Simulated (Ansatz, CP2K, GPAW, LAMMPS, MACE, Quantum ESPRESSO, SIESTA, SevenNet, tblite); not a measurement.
## Liquid Ge at 2600 K (66 atoms) in Quantum ESPRESSO

Aim: run liquid Ge at 2600 K (66 atoms) in Quantum ESPRESSO and see how near its forces come to a plane-wave reference, and at what cost.

Main program and level: Quantum ESPRESSO 7.5; the method is named at each step.

### 1. Set-up

The cell holds 66 atoms: 66 Ge. Its edges and angles: a = 11.473 Å, b = 11.473 Å, c = 11.473 Å, α = 90.0°, β = 90.0°, γ = 90.0°. 66 atoms (66 Ge) placed at random at 5.27 g/cm³, melted at 3500 K for 10 ps at fixed volume with the Tersoff potential (Tersoff, Phys. Rev. B 39, 5566 (1989)). Snapshot at the end of a hold of 5 ps at 2600 K and fixed volume.

The yardstick, on the same geometry:

* method: Kohn-Sham DFT, PBE, PAW, plane waves (Ansatz 0.2.0); cutoff 420 eV, Γ point, fermi-dirac smearing of 0.05 eV; PAW set soft_2
* r.m.s. force component: 0.9003 eV/Å
* longest force: 3.66 eV/Å
* pressure: 4.681 GPa
* SCF cycles: 10
* time: 46 s on 4 threads of Arm Neoverse V1, shared host
* CPU time: 2.7 min

### 2. PBE, sssp-1.3.0-efficiency, 45/360 Ry

Method: Kohn-Sham DFT, PBE, SSSP efficiency 1.3.0 pseudopotentials, plane waves.

pw.in

```
&control
  calculation = 'scf'
  pseudo_dir = './pseudo'
  outdir = './tmp'
  disk_io = 'none'
  tprnfor = .true.
  tstress = .true.
/
&system
  ibrav = 0
  nat = 66
  ntyp = 1
  ecutwfc = 45
  ecutrho = 360
  nosym = .true.
  occupations = 'smearing'
  smearing = 'fd'
  degauss = 0.003675
/
&electrons
  conv_thr = 3.3e-07
  electron_maxstep = 100
  mixing_beta = 0.2
  mixing_mode = 'local-TF'
  diagonalization = 'david'
/
ATOMIC_SPECIES
Ge 72.630 Ge.upf
CELL_PARAMETERS angstrom
11.47290 0.00000 0.00000
0.00000 11.47290 0.00000
0.00000 0.00000 11.47290
ATOMIC_POSITIONS crystal
Ge 0.03861 0.74380 0.99419
Ge 0.26621 0.05487 0.44122
Ge 0.11753 0.59678 0.11592
Ge 0.62845 0.64248 0.48673
Ge 0.01468 0.40525 0.13136
Ge 0.74698 0.18376 0.08527
Ge 0.52200 0.46127 0.09378
Ge 0.31196 0.35914 0.34983
Ge 0.45207 0.56711 0.66213
Ge 0.10266 0.31402 0.41737
Ge 0.15098 0.49643 0.53329
Ge 0.45372 0.85482 0.65170
Ge 0.57357 0.84894 0.46692
Ge 0.39523 0.18155 0.27726
Ge 0.87774 0.98151 0.35288
Ge 0.03378 0.93372 0.12331
Ge 0.55234 0.15410 0.65557
Ge 0.36033 0.69620 0.34363
Ge 0.90385 0.66668 0.87332
Ge 0.50852 0.97701 0.82370
Ge 0.62121 0.46436 0.70856
Ge 0.34576 0.17986 0.62384
Ge 0.36782 0.37546 0.76467
Ge 0.60350 0.39378 0.39830
Ge 0.16583 0.79290 0.84341
Ge 0.37742 0.71195 0.81390
Ge 0.84954 0.26542 0.74183
Ge 0.60188 0.66828 0.11216
Ge 0.54960 0.34063 0.92179
Ge 0.67631 0.04321 0.49261
Ge 0.85708 0.83527 0.20364
Ge 0.09623 0.77657 0.64312
Ge 0.81397 0.96422 0.66593
Ge 0.17224 0.33147 0.84676
Ge 0.31481 0.52784 0.17348
Ge 0.73996 0.78921 0.78846
Ge 0.91766 0.34594 0.31499
Ge 0.80029 0.61533 0.14820
Ge 0.16860 0.13616 0.75588
Ge 0.14742 0.73651 0.30535
Ge 0.31492 0.16999 0.04371
Ge 0.83830 0.50466 0.99463
Ge 0.00435 0.38914 0.69255
Ge 0.27084 0.01452 0.88202
Ge 0.69574 0.33765 0.58986
Ge 0.94057 0.08456 0.80048
Ge 0.11085 0.24558 0.02702
Ge 0.33305 0.95497 0.13934
Ge 0.58697 0.18229 0.33992
Ge 0.99396 0.61225 0.41264
Ge 0.75818 0.32763 0.90713
Ge 0.51155 0.83981 0.23523
Ge 0.51865 0.13916 0.99322
Ge 0.97153 0.61608 0.66829
Ge 0.56357 0.78700 0.91529
Ge 0.93894 0.10726 0.02527
[... 6 atom lines left out ...]
Ge 0.77129 0.61448 0.64285
Ge 0.69716 0.95650 0.14446
Ge 0.80169 0.17951 0.30231
Ge 0.17246 0.95753 0.27342
K_POINTS gamma
```

On the command line:

```console
> OMP_NUM_THREADS=1 mpirun -np 4 pw.x -in pw.in > output.txt
```

The log of the run:

```text
Program PWSCF
     gamma-point specific algorithms are used
     one sub-group per band group will be used
     scalapack distributed-memory algorithm (size of sub-group:  2*  2 procs)
     Parallelization info
     sticks:   dense  smooth     PW     G-vecs:    dense   smooth      PW
     Min        3368    1685    420               293975   103978   12964
     Max        3370    1688    422               293982   103984   12970
     Sum       13477    6745   1685              1175919   415925   51867
     bravais-lattice index     =            0
     lattice parameter (alat)  =      21.6806  a.u.
     unit-cell volume          =   10190.9865 (a.u.)^3
     number of atoms/cell      =           66
     number of atomic types    =            1
     number of electrons       =       924.00
     number of Kohn-Sham states=          554
     kinetic-energy cutoff     =      45.0000  Ry
     charge density cutoff     =     360.0000  Ry
     scf convergence threshold =      3.3E-07
     mixing beta               =       0.2000
     number of iterations used =            8  local-TF  mixing
     Exchange-correlation=  SLA  PW   PBX  PBC
                           (   1   4   3   4   0   0   0)
     crystal axes: (cart. coord. in units of alat)
               a(1) = (   1.000000   0.000000   0.000000 )
               a(2) = (   0.000000   1.000000   0.000000 )
               a(3) = (   0.000000   0.000000   1.000000 )
     reciprocal axes: (cart. coord. in units 2 pi/alat)
               b(1) = (  1.000000  0.000000  0.000000 )
               b(2) = (  0.000000  1.000000  0.000000 )
               b(3) = (  0.000000  0.000000  1.000000 )
     PseudoPot. # 1 for Ge:
     Pseudo is Ultrasoft + core correction, Zval = 14.0
     atomic species   valence    mass     pseudopotential
     Ge               14.00    72.63000     Ge( 1.00)
     No symmetry found
   Cartesian axes
     number of k points=     1  Fermi-Dirac smearing, width (Ry)=  0.0037
                       cart. coord. in units 2pi/alat
        k(    1) = (   0.0000000   0.0000000   0.0000000), wk =   2.0000000
     Dense  grid:   587960 G-vectors     FFT dimensions: ( 135, 135, 135)
     Smooth grid:   207963 G-vectors     FFT dimensions: (  96,  96,  96)
     Initial potential from superposition of free atoms
     starting charge     923.9423, renormalised to     924.0000
     Starting wfcs are  594 randomized atomic wfcs
     Self-consistent Calculation
     iteration #  1     ecut=    45.00 Ry     beta= 0.20
     Threshold (ethr) on eigenvalues was too large:
     Diagonalizing with lowered threshold
     total energy              =  -14098.80969762 Ry
     estimated scf accuracy    <       1.02435603 Ry
     iteration #  2     ecut=    45.00 Ry     beta= 0.20
     total energy              =  -14098.58163249 Ry
     estimated scf accuracy    <       0.75864136 Ry
     iteration #  3     ecut=    45.00 Ry     beta= 0.20
     total energy              =  -14098.65711778 Ry
     estimated scf accuracy    <       0.01748810 Ry
     iteration #  4     ecut=    45.00 Ry     beta= 0.20
     total energy              =  -14098.65809124 Ry
     estimated scf accuracy    <       0.01019850 Ry
     iteration #  5     ecut=    45.00 Ry     beta= 0.20
     total energy              =  -14098.65900948 Ry
     estimated scf accuracy    <       0.00094093 Ry
     iteration #  6     ecut=    45.00 Ry     beta= 0.20
     total energy              =  -14098.65902701 Ry
     estimated scf accuracy    <       0.00054436 Ry
     iteration #  7     ecut=    45.00 Ry     beta= 0.20
     total energy              =  -14098.65908258 Ry
     estimated scf accuracy    <       0.00002919 Ry
     iteration #  8     ecut=    45.00 Ry     beta= 0.20
     total energy              =  -14098.65908510 Ry
     estimated scf accuracy    <       0.00001706 Ry
     iteration #  9     ecut=    45.00 Ry     beta= 0.20
     total energy              =  -14098.65908851 Ry
     estimated scf accuracy    <       0.00000142 Ry
     iteration # 10     ecut=    45.00 Ry     beta= 0.20
     total energy              =  -14098.65908974 Ry
     estimated scf accuracy    <       0.00000059 Ry
     iteration # 11     ecut=    45.00 Ry     beta= 0.20
     End of self-consistent calculation
          k = 0.0000 0.0000 0.0000 ( 25934 PWs)   bands (ev):
   -16.8316 -16.8266 -16.8148 -16.8002 -16.7865 -16.7831 -16.7632 -16.7564
   -16.7368 -16.7331 -16.7252 -16.7230 -16.7113 -16.7028 -16.7016 -16.7001
   -16.6980 -16.6937 -16.6890 -16.6846 -16.6826 -16.6765 -16.6756 -16.6717
   -16.6681 -16.6668 -16.6623 -16.6580 -16.6563 -16.6538 -16.6482 -16.6467
   -16.6437 -16.6424 -16.6382 -16.6333 -16.6314 -16.6277 -16.6242 -16.6218
   -16.6207 -16.6168 -16.6113 -16.6090 -16.6043 -16.6036 -16.6013 -16.5987
   -16.5971 -16.5945 -16.5910 -16.5897 -16.5869 -16.5856 -16.5810 -16.5786
   -16.5771 -16.5727 -16.5717 -16.5687 -16.5686 -16.5645 -16.5638 -16.5616
   -16.5603 -16.5590 -16.5575 -16.5563 -16.5559 -16.5523 -16.5509 -16.5501
   -16.5471 -16.5465 -16.5441 -16.5439 -16.5428 -16.5414 -16.5402 -16.5393
   -16.5383 -16.5363 -16.5336 -16.5331 -16.5313 -16.5280 -16.5277 -16.5260
   -16.5252 -16.5231 -16.5208 -16.5200 -16.5186 -16.5150 -16.5134 -16.5125
[...]
11.3984  11.5026  11.5529  11.5999  11.6413  11.6523  11.7472  11.8264
    11.8718  11.8985  11.9509  12.0136  12.0471  12.1143  12.2486  12.2730
    12.3105  12.3887  12.4536  12.4858  12.5066  12.6395  12.6823  12.6936
    12.7524  12.8127  12.8585  12.9215  12.9503  13.0234  13.0699  13.0858
    13.1759  13.2148  13.2625  13.3202  13.3853  13.4058  13.4792  13.5463
    13.5633  13.5957
     the Fermi energy is     8.0911 ev
!    total energy              =  -14098.65909169 Ry
     estimated scf accuracy    <       0.00000007 Ry
     smearing contrib. (-TS)   =      -0.01823054 Ry
     internal energy E=F+TS    =  -14098.64086115 Ry
     The total energy is F=E-TS. E is the sum of the following terms:
     one-electron contribution =   -9439.49346957 Ry
     hartree contribution      =    5571.47023588 Ry
     xc contribution           =   -3846.82410452 Ry
     ewald contribution        =   -6383.79352294 Ry
     convergence has been achieved in  11 iterations
     Forces acting on atoms (cartesian axes, Ry/au):
     atom    1 type  1   force =     0.03126238    0.05123927    0.07652301
     atom    2 type  1   force =     0.02047162    0.00351723    0.01210181
     atom    3 type  1   force =     0.01932399   -0.01208554    0.05222842
     atom    4 type  1   force =     0.02518570    0.02914211   -0.00621544
     atom    5 type  1   force =    -0.02276515    0.04120392   -0.02744917
     atom    6 type  1   force =    -0.00453364    0.00484917    0.00768582
     atom    7 type  1   force =    -0.01629616    0.01651571    0.02895709
     atom    8 type  1   force =    -0.01870290    0.03449577   -0.00990371
     atom    9 type  1   force =    -0.05718700    0.01422308    0.00599923
     atom   10 type  1   force =     0.01280663   -0.02065902    0.01336596
     atom   11 type  1   force =    -0.00547852   -0.00476623    0.01349921
     atom   12 type  1   force =    -0.01164479   -0.01381155   -0.00735049
[...]
atom   62 type  1   force =     0.01189969    0.06462604   -0.03269764
     atom   63 type  1   force =    -0.06113376    0.02602831    0.01755933
     atom   64 type  1   force =    -0.04050532    0.00950363   -0.00952440
     atom   65 type  1   force =    -0.03912779   -0.03144763   -0.07130309
     atom   66 type  1   force =    -0.01296018   -0.01571279    0.02340420
     Total force =     0.491727     Total SCF correction =     0.001101
     Computing stress (Cartesian axis) and pressure
          total   stress  (Ry/bohr**3)                   (kbar)     P=       44.64
   0.00035334  -0.00001429   0.00002270           51.98       -2.10        3.34
  -0.00001429   0.00022214   0.00007932           -2.10       32.68       11.67
   0.00002270   0.00007932   0.00033486            3.34       11.67       49.26
     Message from routine punch:
     Nothing written, as per user request (disk_io='none')
```

It took 4.2 min on 4 MPI ranks of Arm Neoverse V1, shared host; peak memory 4.6 GiB; 17 min of CPU time.

Banners, paths, timers and routine set-up lines are dropped from the logs unmarked, and long logs keep their key lines alone; longer cuts are marked.

Compared with the plane-wave run:

| Quantity | Value |
| --- | --- |
| r.m.s. force component | 0.8985 eV/Å |
| r.m.s. difference of force components | 2.827 meV/Å |
| longest difference of force vectors | 15.88 meV/Å |
| force difference over r.m.s. force | 0.314 % |
| slope of forces against the reference's | 0.998 |
| correlation of force components | 1 |
| pressure | 4.464 GPa |
| pressure difference | -0.2167 GPa |

Local excerpt of 9 atoms (numbers count through the whole input) about Ge21, which bears the longest force; x, y, z are measured from there.

```
atom      x      y      z  distance (Å)  bonds     Fx     Fy  Fz (eV/Å)
Ge21   0.00   0.00   0.00          0.00      4   0.44   1.79       3.15
Ge45   0.86  -1.45  -1.36          2.17      5   0.80  -2.63      -2.01
 Ge9  -1.94   1.18  -0.53          2.33      5  -1.47   0.37       0.15
Ge63   1.72   1.72  -0.75          2.55      4  -1.57   0.67       0.45
Ge29  -0.82  -1.42   2.45          2.95      5  -1.29   0.60      -1.16
Ge23  -2.91  -1.02   0.64          3.15      4   0.51  -0.62      -0.06
Ge51   1.57  -1.57   2.28          3.18      4  -0.58   0.62       1.72
 Ge4   0.08   2.04  -2.55          3.26      5   0.65   0.75      -0.16
Ge27   2.62  -2.28   0.38          3.50      5  -0.02  -0.75      -1.30
```

Forces lie 0.31 % from the reference's, at 6.2 times its CPU time.

### 3. Summary of results

```yaml
force_difference_from_the_reference: QE PBE, sssp-1.3.0-efficiency, 45/360 Ry, 0.31 %
its_cpu_time: 17 min
```

In words: PBE on plane waves or a grid with other potentials, cutoffs or grids differs from the reference by 0.31 % (QE PBE, sssp-1.3.0-efficiency, 45/360 Ry) of the r.m.s. force; this holds the reference's own error, so differences of a few per cent don't tell which side is nearer the exact PBE result (QE's 45 Ry are 612 eV, against the reference's 420 eV). The frame stands for 2600 K, but pressures are static and levels are smeared at 580 K, under the temperature of the frame, which matters where levels are partly filled. The network of bonds at the start is that of the classical potential that made the cell, and needn't be the one that DFT or experiment would give. The electronic-structure runs sample only Γ, in a cell whose shortest periodic width is 11 Å, which is coarse for a cell with partly filled levels.

[Also dropped from logs without a mark: logging warnings of Python, and SIESTA's first energy breakdown and zero terms.]

[Logs are printed without paths, hosts, clocks, repeated set-up lines and the standing remarks that a program may print on its own settings, such as how far it seeks lower states.]

[Hosts, paths, dates, database ids (printed as entryN), source tags and the programs' standing remarks are cut or masked in the printed files.]
